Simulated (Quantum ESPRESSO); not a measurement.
# Collinear magnetic orders of FeSb with Quantum ESPRESSO, part 2 of 2

A self-consistent run ends on one state, which hangs on the start. Several orders of FeSb are started in Quantum ESPRESSO and their energies compared.

Quantum ESPRESSO 7.5; PBEsol; plane waves with GBRV 1.5 PBEsol potentials, no spin-orbit coupling.

So far, absolute magnetization (μB): step 2 (run 1, typed as ferro ++) 3.92.

The database entry behind the starting cell differs from later determinations by our own check (0.1 to 0.3 % short, probably kX units), so it need not match the best structure at ambient conditions.

## (4) Start 3: antiferro +−

pw.py reads:

```python
from ase import Atoms
from ase.calculators.espresso import Espresso, EspressoProfile

atoms = Atoms(['Fe', 'Fe', 'Sb', 'Sb'],
    cell=[[4.06, 0.0, 0.0],
         [-2.03, 3.51606314, 0.0],
         [0.0, 0.0, 5.13]],
    scaled_positions=[[0.0, 0.0, 0.0],
         [0.0, 0.0, 0.5],
         [0.33333333, 0.66666667, 0.25],
         [0.66666667, 0.33333333, 0.75]],
    pbc=True,
    magmoms=[2.8, -2.8, 0.0, 0.0])
input_data = {
    'control': {'calculation': 'scf', 'prefix': 'pwscf', 'outdir': './tmp', 'disk_io': 'nowf'},
    'system': {'ecutwfc': 40.0, 'ecutrho': 280.0, 'nbnd': 41, 'occupations': 'smearing', 'smearing': 'fd', 'degauss': 0.00367493, 'nspin': 2},
    'electrons': {'conv_thr': 8e-09, 'electron_maxstep': 150, 'mixing_beta': 0.3},
}
atoms.calc = Espresso(
    profile=EspressoProfile(command='mpirun -n 4 pw.x -nk 4', pseudo_dir='pseudo'),
    pseudopotentials={'Sb': 'sb_pbesol_v1.4.uspp.F.UPF', 'Fe': 'fe_pbesol_v1.5.uspp.F.UPF'},
    input_data=input_data,
    kpts=(8, 8, 8),
    koffset=(0, 0, 0))
atoms.get_potential_energy()
energy = atoms.calc.results['free_energy']
print(f'free energy: {energy:.6f} eV')
print('site moments (muB):', atoms.get_magnetic_moments().round(3))
```

Started as:

```sh
$ OMP_NUM_THREADS=1 python3 pw.py > pw.log
```

The log of the run:

```text
     [... lines left out ...]
free energy: -11830.988339 eV
site moments (muB): [ 1.303 -1.302 -0.    -0.   ]
--- espresso.pwo ---
Program PWSCF v.7.5 starts
     [... lines left out ...]
     number of atoms/cell      =            4
     [... lines left out ...]
     number of electrons       =        62.00
     number of Kohn-Sham states=           41
     kinetic-energy cutoff     =      40.0000  Ry
     charge density cutoff     =     280.0000  Ry
     scf convergence threshold =      8.0E-09
     [... lines left out ...]
     12 Sym. Ops., with inversion, found
     [... lines left out ...]
     number of k points=    65  Fermi-Dirac smearing, width (Ry)=  0.0037
     [... lines left out ...]
     iteration # 21     ecut=    40.00 Ry     beta= 0.30
     [... lines left out ...]
     Magnetic moment per site  (integrated on atomic sphere of radius R)
     atom   1 (R=0.261)  charge= 14.6352  magn=  1.3028
     atom   2 (R=0.261)  charge= 14.6353  magn= -1.3024
     atom   3 (R=0.271)  charge= 12.1470  magn= -0.0000
     atom   4 (R=0.271)  charge= 12.1470  magn= -0.0000
     [... lines left out ...]
     the Fermi energy is    14.1541 ev
!    total energy              =    -869.56168029 Ry
     estimated scf accuracy    <          7.1E-09 Ry
     smearing contrib. (-TS)   =      -0.00399256 Ry
     [... lines left out ...]
     total magnetization       =     0.00 Bohr mag/cell
     absolute magnetization    =     2.86 Bohr mag/cell
     convergence has been achieved in  21 iterations
```

The job ended after 68 s (4 MPI ranks of AMD EPYC 7R43, shared host; peak memory 0.69 GiB).

Spin moment in the atom's sphere by atom:

```tsv
atom	spin moment in the atom's sphere (μB)
Fe1	1.30
Fe2	-1.30
Sb3	0.00
Sb4	0.00
```

This step gave:

```
smearing term TS       : 0.05432 eV
magnetization          : 0 μB
absolute magnetization : 2.86 μB
final state            : antiferromagnetic
```

## (5) Start 4: antiferro q=(0,1/2,0) +−+−

This order needs a doubled cell of 8 atoms.

pw.py reads:

```python
from ase import Atoms
from ase.calculators.espresso import Espresso, EspressoProfile

atoms = Atoms(['Fe', 'Fe', 'Fe', 'Fe', 'Sb', 'Sb', 'Sb', 'Sb'],
    cell=[[4.06, 0.0, 0.0],
         [-4.06, 7.03212628, 0.0],
         [0.0, 0.0, 5.13]],
    scaled_positions=[[0.0, 0.0, 0.0],
         [0.0, 0.5, 0.0],
         [0.0, 0.0, 0.5],
         [0.0, 0.5, 0.5],
         [0.33333333, 0.33333333, 0.25],
         [0.33333333, 0.83333333, 0.25],
         [0.66666667, 0.16666667, 0.75],
         [0.66666667, 0.66666667, 0.75]],
    pbc=True,
    magmoms=[2.8, -2.8, 2.8, -2.8, 0.0, 0.0, 0.0, 0.0])
input_data = {
    'control': {'calculation': 'scf', 'prefix': 'pwscf', 'outdir': './tmp', 'disk_io': 'nowf'},
    'system': {'ecutwfc': 40.0, 'ecutrho': 280.0, 'nbnd': 77, 'occupations': 'smearing', 'smearing': 'fd', 'degauss': 0.00367493, 'nspin': 2},
    'electrons': {'conv_thr': 1.6e-08, 'electron_maxstep': 150, 'mixing_beta': 0.3},
}
atoms.calc = Espresso(
    profile=EspressoProfile(command='mpirun -n 4 pw.x -nk 4', pseudo_dir='pseudo'),
    pseudopotentials={'Sb': 'sb_pbesol_v1.4.uspp.F.UPF', 'Fe': 'fe_pbesol_v1.5.uspp.F.UPF'},
    input_data=input_data,
    kpts=(8, 4, 8),
    koffset=(0, 0, 0))
atoms.get_potential_energy()
energy = atoms.calc.results['free_energy']
print(f'free energy: {energy:.6f} eV')
print('site moments (muB):', atoms.get_magnetic_moments().round(3))
```

Started as:

```sh
$ OMP_NUM_THREADS=1 python3 pw.py > pw.log
```

The log of the run:

```text
     [... lines left out ...]
free energy: -23662.869643 eV
site moments (muB): [ 1.93  -1.93   1.93  -1.93   0.018 -0.018 -0.018  0.018]
--- espresso.pwo ---
Program PWSCF v.7.5 starts
     [... lines left out ...]
     number of atoms/cell      =            8
     [... lines left out ...]
     number of electrons       =       124.00
     number of Kohn-Sham states=           77
     kinetic-energy cutoff     =      40.0000  Ry
     charge density cutoff     =     280.0000  Ry
     scf convergence threshold =      1.6E-08
     [... lines left out ...]
      8 Sym. Ops., with inversion, found ( 4 have fractional translation)
     [... lines left out ...]
     number of k points=    65  Fermi-Dirac smearing, width (Ry)=  0.0037
     [... lines left out ...]
     iteration # 14     ecut=    40.00 Ry     beta= 0.30
     [... lines left out ...]
     Magnetic moment per site  (integrated on atomic sphere of radius R)
     atom   1 (R=0.261)  charge= 14.6209  magn=  1.9303
     atom   2 (R=0.261)  charge= 14.6205  magn= -1.9303
     atom   3 (R=0.261)  charge= 14.6209  magn=  1.9303
     atom   4 (R=0.261)  charge= 14.6205  magn= -1.9303
     atom   5 (R=0.271)  charge= 12.1547  magn=  0.0185
     atom   6 (R=0.271)  charge= 12.1552  magn= -0.0185
     atom   7 (R=0.271)  charge= 12.1552  magn= -0.0185
     atom   8 (R=0.271)  charge= 12.1547  magn=  0.0185
     [... lines left out ...]
     the Fermi energy is    14.2088 ev
!    total energy              =   -1739.18899238 Ry
     estimated scf accuracy    <          2.2E-09 Ry
     smearing contrib. (-TS)   =      -0.00460683 Ry
     [... lines left out ...]
     total magnetization       =    -0.00 Bohr mag/cell
     absolute magnetization    =     8.45 Bohr mag/cell
     convergence has been achieved in  14 iterations
```

Run time: 3.7 min. Hardware: 4 MPI ranks; peak memory 1.3 GiB; 15 min of CPU time.

This step gave:

- smearing term TS: 0.06268 eV
- magnetization: 0 μB
- absolute magnetization: 8.446 μB
- final state: antiferromagnetic
- largest moment: 1.930 μB

## (6) Start 5: no spin polarisation

pw.py reads:

```python
from ase import Atoms
from ase.calculators.espresso import Espresso, EspressoProfile

atoms = Atoms(['Fe', 'Fe', 'Sb', 'Sb'],
    cell=[[4.06, 0.0, 0.0],
         [-2.03, 3.51606314, 0.0],
         [0.0, 0.0, 5.13]],
    scaled_positions=[[0.0, 0.0, 0.0],
         [0.0, 0.0, 0.5],
         [0.33333333, 0.66666667, 0.25],
         [0.66666667, 0.33333333, 0.75]],
    pbc=True)
input_data = {
    'control': {'calculation': 'scf', 'prefix': 'pwscf', 'outdir': './tmp', 'disk_io': 'nowf'},
    'system': {'ecutwfc': 40.0, 'ecutrho': 280.0, 'nbnd': 41, 'occupations': 'smearing', 'smearing': 'fd', 'degauss': 0.00367493},
    'electrons': {'conv_thr': 8e-09, 'electron_maxstep': 150, 'mixing_beta': 0.3},
}
atoms.calc = Espresso(
    profile=EspressoProfile(command='mpirun -n 4 pw.x -nk 4', pseudo_dir='pseudo'),
    pseudopotentials={'Sb': 'sb_pbesol_v1.4.uspp.F.UPF', 'Fe': 'fe_pbesol_v1.5.uspp.F.UPF'},
    input_data=input_data,
    kpts=(8, 8, 8),
    koffset=(0, 0, 0))
atoms.get_potential_energy()
energy = atoms.calc.results['free_energy']
print(f'free energy: {energy:.6f} eV')
```

Started as:

```sh
$ OMP_NUM_THREADS=1 python3 pw.py > pw.log
```

The log of the run:

```text
     [... lines left out ...]
free energy: -11830.958051 eV
--- espresso.pwo ---
Program PWSCF v.7.5 starts
     [... lines left out ...]
     number of atoms/cell      =            4
     [... lines left out ...]
     number of electrons       =        62.00
     number of Kohn-Sham states=           41
     kinetic-energy cutoff     =      40.0000  Ry
     charge density cutoff     =     280.0000  Ry
     scf convergence threshold =      8.0E-09
     [... lines left out ...]
     24 Sym. Ops., with inversion, found (12 have fractional translation)
     [... lines left out ...]
     number of k points=    50  Fermi-Dirac smearing, width (Ry)=  0.0037
     [... lines left out ...]
     iteration # 12     ecut=    40.00 Ry     beta= 0.30
     [... lines left out ...]
     the Fermi energy is    14.0021 ev
!    total energy              =    -869.55945418 Ry
     estimated scf accuracy    <          3.3E-10 Ry
     smearing contrib. (-TS)   =      -0.00449130 Ry
     [... lines left out ...]
     convergence has been achieved in  12 iterations
```

Run time: 22 s. Hardware: 4 MPI ranks; peak memory 0.54 GiB.

This step gave:

```
smearing term TS : 0.06111 eV
final state      : non-magnetic (no spin polarisation)
```

## (7) A faulty input

One input was spoiled on purpose, to see how the program answers.

pw.in reads:

```
&CONTROL
  calculation = 'scf'
  prefix = 'pwscf'
  outdir = './tmp'
  pseudo_dir = './pseudo'
  disk_io = 'nowf'
/
&SYSTEM
  ibrav = 0
  nat = 4
  ntyp = 2
  ecutwfc = 40
  ecutrho = 280
  nbnd = 43
  occupations = 'smearing'
  smearing = 'fd'
  degauss = 0.00367493
  nspin = 2
  lspinorb = .true.
  starting_magnetization(1) = 0.175
  starting_magnetization(2) = 0
/
&ELECTRONS
  conv_thr = 8d-09
  electron_maxstep = 75
  mixing_beta = 0.3
/
ATOMIC_SPECIES
Fe     55.8450 fe_pbesol_v1.5.uspp.F.UPF
Sb    121.7600 sb_pbesol_v1.4.uspp.F.UPF
CELL_PARAMETERS angstrom
   4.0600000000    0.0000000000    0.0000000000
  -2.0300000000    3.5160631394    0.0000000000
   0.0000000000    0.0000000000    5.1300000000
ATOMIC_POSITIONS crystal
Fe      0.0000000000    0.0000000000    0.0000000000
Fe      0.0000000000    0.0000000000    0.5000000000
Sb      0.3333333333    0.6666666667    0.2500000000
Sb      0.6666666667    0.3333333333    0.7500000000
K_POINTS automatic
8 8 8 0 0 0
```

Started as:

```sh
$ OMP_NUM_THREADS=1 mpirun -n 4 pw.x -nk 4 -in pw.in > pw.out
```

The log of the run:

```text
     [... lines left out ...]
Program PWSCF v.7.5 starts
     Error in routine setup (1):
     spin orbit requires a non collinear calculation
 %%%%%%%%%%%%%%%%%%%%%%%%%%%%%%%%%%%%%%%%%%%%%%%%%%%%%%%%%%%%%%%%%%%%%%%%%%%%%%
     stopping ...
```

Run time: 0.95 s. Hardware: 4 MPI ranks; peak memory 0.04 GiB.

The input was rejected at the start.

The program's message: “setup (1): spin orbit requires a non collinear calculation”

The fault put into the input: spin-orbit coupling without noncolin.

## (8) The states side by side

An order is kept where moments of 0.15 μB or more survive with the typed signs; meshes match where a doubled cell samples the same k points as the first cell.

Orders:

```tsv
start	final state	typed order kept	energy over the lowest (meV a seeded atom)	largest site moment (μB)	net moment (μB a cell of the first run)	mesh matched	CPU time (s)
ferro ++	ferromagnetic	yes	56.56	1.764	3.292	yes	253.5
antiferro q=(0,1/2,1/2) +-+-	antiferromagnetic	yes	79.48	1.864	0	yes	1152
antiferro +-	antiferromagnetic	yes	223.2	1.303	0	yes	268.4
antiferro q=(0,1/2,0) +-+-	antiferromagnetic	yes	0	1.93	0	yes	880.4
no spin polarisation	non-magnetic	-	238.4	0	0	yes	83.15
```

## (9) Summary of results

```json
{
  "lowest state found": "antiferromagnetic (from antiferro q=(0,1/2,0) +-+-)",
  "largest site moment": "1.93 μB",
  "next state with moments": "ferromagnetic, 56.6 meV a seeded atom higher",
  "state without moments": "238 meV a seeded atom higher"
}
```

What this shows: This is the lowest of 5 collinear or spinless starts, no proof of the ground state.

[Logs and program files are shortened in this print: banners, set-up blocks, solver, clock and traceback lines can be left out without a mark of their own.]

[Logs are printed without paths, hosts, clocks, repeated set-up lines and the standing remarks that a program may print on its own settings, such as how far it seeks lower states.]

[Hosts, paths, dates, database ids (printed as entryN), source tags and the programs' standing remarks are cut or masked in the printed files.]

[Where a cell is said to come from a database of computed structures, the database is the Materials Project.]
